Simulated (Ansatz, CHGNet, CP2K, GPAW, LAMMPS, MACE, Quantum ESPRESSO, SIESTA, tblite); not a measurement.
**Other levels on liquid K2CO3 at 1190 K (102 atoms)**

Density of this cell: 1.90 g/cm³. The cell holds 102 atoms: 17 C, 51 O and 34 K. Its edges and angles: a = 12.710 Å, b = 12.710 Å, c = 12.710 Å, α = 90.0°, β = 90.0°, γ = 90.0°. 34 K+, 17 CO3 2- placed at random, at 1.9 g/cm³; overlaps pushed apart, then 10 ps at 1590 K with harmonic planar carbonate ions with charges +1 on C and -1 on O; Joung-Cheatham ions (J. Phys. Chem. B 112, 9020 (2008)); charges of ions scaled by 0.8. Snapshot after 20 ps at 1190 K and fixed volume.

Geometry: as built.

The reference, a calculation:

| Item | Value |
| --- | --- |
| method | Kohn-Sham DFT, PBE, PAW, plane waves (Ansatz 0.2.0); cutoff 420 eV, Γ point, fermi-dirac smearing of 0.05 eV; PAW set soft_2 |
| r.m.s. force component | 2.682 eV/Å |
| longest force | 12.27 eV/Å |
| pressure | 6.02 GPa |
| gap (highest filled to lowest empty level) | 1.247 eV |
| SCF cycles | 11 |
| time | 19 s on 4 threads of Intel Xeon 6975P-C (Granite Rapids), shared host |
| CPU time | 68 s |

Q: Estimate the differences from the reference, the CPU time and the memory of each run.
- QE PBE, sssp-1.3.0-efficiency, 60/480 Ry (Quantum ESPRESSO 7.5; 1 thread)
- CHGNet 0.3.0 potential (CHGNet 0.3.0; 1 thread)
- tblite GFN1-xTB (tblite 0.8.0; 1 thread)
- GPAW PBE, LCAO szp(dzp), h 0.18 Å (GPAW 26.7.0; 1 thread)
- CP2K PBE, DZVP-MOLOPT-SR, 600/50 Ry, diagonalisation (CP2K 2026.2; 2 threads)
- MACE MP-0b3 medium potential (MACE MP-0b3 medium; 1 thread)
- CP2K PBE, DZVP-MOLOPT-SR, 600/50 Ry, TRS4 filter 1e-05, SCF 1e-06 (CP2K 2026.2; 2 threads)
- GPAW PBE, LCAO dzp, h 0.18 Å (GPAW 26.7.0; 1 thread)
- SIESTA PBE, DZP, shift 0.01 Ry, mesh 500 Ry (SIESTA 5.4.2; 2 MPI ranks)
- CP2K PBE, DZVP-UZH, 600/50 Ry, diagonalisation (CP2K 2026.2; 2 threads)

Differences are against the plane-wave reference, forces as r.m.s. over components; share is that over the reference's r.m.s. force, slope the least-squares factor from reference forces to these. Total energies of different programs have different zeros and aren't compared.

```tsv
run	Δ force, r.m.s. (meV/Å)	share (%)	slope	Δ pressure (GPa)	Δ gap (eV)	cores	CPU time	memory (GiB)
reference	-	-	-	-	-	4	68 s	2.8
QE PBE, sssp-1.3.0-efficiency, 60/480 Ry	63.0	2.35	1.019	0.0383	-0.0036	1	18 min	7.0
CHGNet 0.3.0 potential	352	13.1	0.965	-0.0455	-	1	3.1 s	0.87
tblite GFN1-xTB	501	18.7	0.921	-2.91	-	1	4.3 s	0.15
GPAW PBE, LCAO szp(dzp), h 0.18 Å (coarse)	1345	50.1	1.361	-	-0.462	1	7.9 min	2.9
CP2K PBE, DZVP-MOLOPT-SR, 600/50 Ry, diagonalisation	210	7.82	1.066	0.770	-0.0678	2	6.5 min	5.9
MACE MP-0b3 medium potential	203	7.55	1.024	0.455	-	1	6.9 s	1.0
CP2K PBE, DZVP-MOLOPT-SR, 600/50 Ry, TRS4 filter 1e-05, SCF 1e-06	260	9.71	1.079	0.790	-	2	5 min	2.8
GPAW PBE, LCAO dzp, h 0.18 Å	569	21.2	1.167	-	-0.334	1	11 min	3.2
SIESTA PBE, DZP, shift 0.01 Ry, mesh 500 Ry	436	16.2	1.128	1.36	-0.589	2	6.8 min	3.2
CP2K PBE, DZVP-UZH, 600/50 Ry, diagonalisation	345	12.8	1.099	1.48	-0.0376	2	7.8 min	5.9
```

Rows marked coarse were listed beforehand as settings not expected to be converged; some can still land near the reference.

Times of the machine-learned potentials are mostly Python's start and the loading of weights.

CPU time is summed over cores on a shared host, where runs went side by side, so it is rough. Symmetry, cutoffs, thresholds, outputs and thread counts weren't matched or tuned between programs; memory under MPI is the largest rank's times the ranks.

PBE on plane waves or a grid with other potentials, cutoffs or grids, coarse settings apart, differs from the reference by 2.4 % (QE PBE, sssp-1.3.0-efficiency, 60/480 Ry) of the r.m.s. force; this holds the reference's own error, so differences of a few per cent don't tell which side is nearer the exact PBE result (QE's 60 Ry are 816 eV, against the reference's 420 eV). The PBE runs in local orbitals, coarse settings apart, differ by 7.8 % (CP2K PBE, DZVP-MOLOPT-SR, 600/50 Ry, diagonalisation) to 21 % (GPAW PBE, LCAO dzp, h 0.18 Å); basis, grid and potentials can all enter. Tight binding differs by 19 % (tblite GFN1-xTB); it is another model, with fitted parameters of its own, and the xTB methods hold dispersion. Machine-learned potentials differ by 7.6 % (MACE MP-0b3 medium potential) to 13 % (CHGNet 0.3.0 potential); they were trained on other programs' data. Periodic xTB results under one method name differ between programs and library versions. Machine-learned potentials mimic data converged in k, so the reference's own k-point error enters their differences. The network of bonds at the start is that of the classical potential that made the cell, and needn't be the one that DFT or experiment would give. The electronic-structure runs sample only Γ, in a cell whose shortest periodic width is 13 Å.

[Logs are printed without paths, hosts, clocks, repeated set-up lines and the standing remarks that a program may print on its own settings, such as how far it seeks lower states.]

[Hosts, paths, dates, database ids (printed as entryN), source tags and the programs' standing remarks are cut or masked in the printed files.]
